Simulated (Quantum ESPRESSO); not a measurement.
The B K edge of atom 3 in BRh (P6_3/mmc), with 2 B at 2.05 Å and 6 Rh at 2.20 Å (distorted cubic, site symmetry -3m), was computed in 3 ways: excited-electron core hole (neutral cell), full core hole (charged cell) and no core hole. Program and functional: Quantum ESPRESSO XSpectra, PBEsol, Lorentzian half width 0.4 eV; cells of 4 and 12 atoms (the run without a hole in the smaller).

Each run is counted from its own lowest empty level or Fermi level and scaled to a mean of 1 over its first 20 eV.

```
E (eV)  run 1  run 2  run 3
  -2.0   0.05   0.10   0.09
  -1.5   0.06   0.14   0.12
  -1.0   0.08   0.23   0.17
  -0.5   0.13   0.44   0.30
   0.0   0.27   1.16   0.76
   0.5   0.51   1.75   1.41
   1.0   0.87   1.58   1.82
   1.5   0.81   1.50   1.58
   2.0   0.92   1.69   1.51
   2.5   1.05   1.56   1.68
   3.0   1.00   1.37   1.54
   3.5   1.00   1.27   1.35
   4.0   0.89   1.39   1.26
   4.5   1.03   1.60   1.37
   5.0   1.21   1.71   1.57
   5.5   1.39   1.64   1.68
   6.0   1.37   1.40   1.61
   6.5   1.37   1.25   1.36
   7.0   1.29   1.00   1.21
   7.5   1.08   0.82   0.97
   8.0   0.85   0.71   0.79
   8.5   0.72   0.85   0.69
   9.0   0.97   1.15   0.81
   9.5   1.13   1.44   1.09
  10.0   1.08   1.40   1.37
  10.5   1.42   1.23   1.39
  11.0   1.78   1.28   1.22
  11.5   1.90   1.29   1.23
  12.0   2.00   1.04   1.27
  12.5   2.02   0.70   1.04
  13.0   1.51   0.51   0.71
  13.5   1.00   0.38   0.52
  14.0   0.64   0.41   0.38
  14.5   0.55   0.46   0.39
  15.0   0.53   0.53   0.44
  15.5   0.63   0.58   0.51
  16.0   0.75   0.56   0.57
  16.5   0.76   0.52   0.55
  17.0   0.77   0.46   0.51
  17.5   0.69   0.40   0.46
  18.0   0.60   0.36   0.40
  18.5   0.50   0.37   0.36
  19.0   0.46   0.40   0.36
  19.5   0.54   0.48   0.38
  20.0   0.58   0.52   0.46
  20.5   0.58   0.46   0.52
  21.0   0.53   0.49   0.46
  21.5   0.64   0.56   0.47
  22.0   0.56   0.57   0.54
  22.5   0.63   0.54   0.56
  23.0   0.60   0.55   0.54
  23.5   0.59   0.56   0.53
  24.0   0.61   0.56   0.55
  24.5   0.59   0.63   0.55
  25.0   0.66   0.65   0.62
  25.5   0.73   0.64   0.64
  26.0   0.69   0.59   0.64
  26.5   0.67   0.59   0.58
  27.0   0.68   0.64   0.58
  27.5   0.70   0.63   0.62
  28.0   0.65   0.62   0.63
  28.5   0.67   0.62   0.61
  29.0   0.65   0.62   0.61
  29.5   0.62   0.63   0.61
  30.0   0.68   0.65   0.62
  30.5   0.68   0.65   0.64
  31.0   0.74   0.61   0.64
  31.5   0.73   0.54   0.61
  32.0   0.72   0.57   0.53
```

Q: Which run is which?

Run 1: no core hole (area from −2 to 6 eV 6.0, main maxima 1.1 eV (0.89), 5.6 eV (1.40), 9.5 eV (1.13), 11.8 eV (2.05) and 12.4 eV (2.06)). Run 2: excited-electron core hole (neutral cell) (area from −2 to 6 eV 9.9, main maxima 0.5 eV (1.75), 2.0 eV (1.69), 5.0 eV (1.71) and 9.8 eV (1.47)). Run 3: full core hole (charged cell) (area from −2 to 6 eV 9.5, main maxima 0.9 eV (1.83), 2.4 eV (1.69), 5.4 eV (1.69) and 10.3 eV (1.43)). With each curve scaled to its own mean, the area from −2 to 6 eV with the hole is 9.9 against 6.0, and the centre of weight from −1 to 20 eV moves by -2.0 eV: the hole pulls the absorber's empty states down.

[Banner, clock and machine lines of the logs are left out without a mark of their own.]

[Logs are printed without paths, hosts, clocks, repeated set-up lines and the standing remarks that a program may print on its own settings, such as how far it seeks lower states.]

[Hosts, paths, dates, database ids (printed as entryN), source tags and the programs' standing remarks are cut or masked in the printed files.]

[Lists of maxima count a maximum above −3 eV only where it reaches 4 % of the highest in the window and stands out from its surroundings by 2 % of it (1.5 % where it reaches 55 %); shoulders and weaker maxima are passed over, and of the rest the first, up to two pre-edge ones and the few strongest are named.]
